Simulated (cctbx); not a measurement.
# LaCr3: solution and refinement

Cell a = 4.0690 Å, b = 4.0690 Å, c = 4.0690 Å, α = 90.00°, β = 90.00°, γ = 90.00°; space group Pm-3m (no. 221); content La1 Cr3.

Simulated single-crystal data (cctbx): Mo Kα, λ = 0.71073 Å, to d = 0.8 Å, 70 % of the full sphere, strongest reflection 20000 counts, noise from counting, a 4 % proportional error and a noise floor of 4 counts (s.d.); no absorption.

Charge flipping in P1 on plain amplitudes to 0.8 Å, δ = 1 σ, 10 % of the reflections treated as weak, 300 cycles:

```text
cycle      R  skewness
    0  0.462     0.37
   25  0.316     3.60
   50  0.321     3.65
   75  0.282     3.68
  100  0.266     4.06
  125  0.251     3.86
  150  0.264     4.00
  175  0.254     3.83
  200  0.273     3.83
  225  0.245     3.84
  250  0.260     3.97
  275  0.269     3.89
origin shift          correlation  skewness
 0.457  0.865  0.623      0.991      4.77
 0.457  0.865  0.123      0.991      5.27
 0.457  0.365  0.623      0.991      6.02
 0.107  0.199  0.581      0.829      0.05
taken: symmetry correlation 0.991, skewness 6.02
peak      x       y       z  mult  height/sigma
Q1    0.5000  0.5000  0.5000    1     15.5
Q2    0.0000  0.0000  0.5000    3      8.4
Q3    0.0000  0.0000  0.0000    1      1.7
Q4    0.0000  0.5000  0.5000    3      1.1
Q5    0.3052  0.3052  0.3052    8      1.0
Q6    0.0000  0.1789  0.1789   12      0.4
Q7    0.2304  0.5000  0.5000    6      0.3
```

The origin is taken among those within 0.04 of the best correlation, by the skewness of the map.

Run time: 1.1 s on 1 thread of Arm Neoverse V2, with other jobs on the host, peak memory 0.07 GiB.

Q: Assign the peaks.

Heights go roughly as Z and multiplicities must add up to the content. First model: Q1 = La1 (1 in the cell, height 15.5) and Q2 = Cr1 (3 in the cell, height 8.4). Against the true structure, Q1 is La and Q2 is Cr; the other peaks are not atoms.

Least squares on F², isotropic:

```text
Rint 0.031, 26 unique reflections to 0.81 A
cycle     R1     wR2    GooF  max shift (A)
   1  0.1120  0.2393  17.628   0.00000
   2  0.0054  0.0174   1.283   0.00000
final R1 0.0054 wR2 0.0174 GooF 1.283  parameters 2  data/parameter 13.0
atom        x        y        z      Ueq    occ   su(xyz)  su(Uiso or U11)
La1    0.50000  0.50000  0.50000   0.0046  1.000  0.00000  0.0002
Cr1    0.00000  0.00000  0.50000   0.0022  1.000  0.00000  0.0003
difference map: max 0.21 min -0.28 rms 0.07
Q1    0.0755  0.0755  0.5000   12    0.21  0.43 A from Cr1
Q2    0.0000  0.0000  0.1834    6    0.17  1.29 A from Cr1
Q3    0.1238  0.1238  0.3442   24    0.17  0.95 A from Cr1
Q4    0.3177  0.3177  0.3177    8    0.15  1.28 A from La1
Q5    0.1386  0.5000  0.5000    6    0.14  1.47 A from La1
```

Anisotropic refinement:

```text
Rint 0.031, 26 unique reflections to 0.81 A
cycle     R1     wR2    GooF  max shift (A)
   1  0.0087  0.0238   1.791   0.00000
   2  0.0044  0.0129   0.973   0.00000
final R1 0.0044 wR2 0.0129 GooF 0.973  parameters 3  data/parameter 8.7
atom        x        y        z      Ueq    occ   su(xyz)  su(Uiso or U11)
La1    0.50000  0.50000  0.50000   0.0046  1.000  0.00000  0.0002
Cr1    0.00000  0.00000  0.50000   0.0022  1.000  0.00000  0.0002
difference map: max 0.14 min -0.24 rms 0.06
Q1    0.1145  0.1145  0.3666   24    0.15  0.85 A from Cr1
Q2    0.3355  0.3355  0.3355    8    0.13  1.16 A from La1
Q3    0.1480  0.5000  0.5000    6    0.13  1.43 A from La1
Q4    0.0000  0.0000  0.1756    6    0.13  1.32 A from Cr1
Q5    0.0000  0.0000  0.5000    3    0.08  0.00 A from Cr1
Q6    0.2222  0.2222  0.2222    8    0.08  1.71 A from Cr1
```

**Reading.** The refinement ends at R1 = 0.0044, wR2 = 0.0129, GooF = 0.97, with difference density between -0.24 and 0.14 e/Å³. Every site matches the true model in element, within 0.001 Å r.m.s., up to an allowed shift of origin.

True model:

| atom | mult. | x | y | z | Ueq (Å²) |
| --- | --- | --- | --- | --- | --- |
| La1 | 1 | 0 | 0 | 0 | 0.0047 |
| Cr1 | 3 | 1/2 | 0 | 1/2 | 0.0024 |

This is a model crystal, built by substitution and not relaxed, with assumed displacement parameters.

[Middle refinement cycles are left out of these outputs.]

[Logs are printed without paths, hosts, clocks, repeated set-up lines and the standing remarks that a program may print on its own settings, such as how far it seeks lower states.]
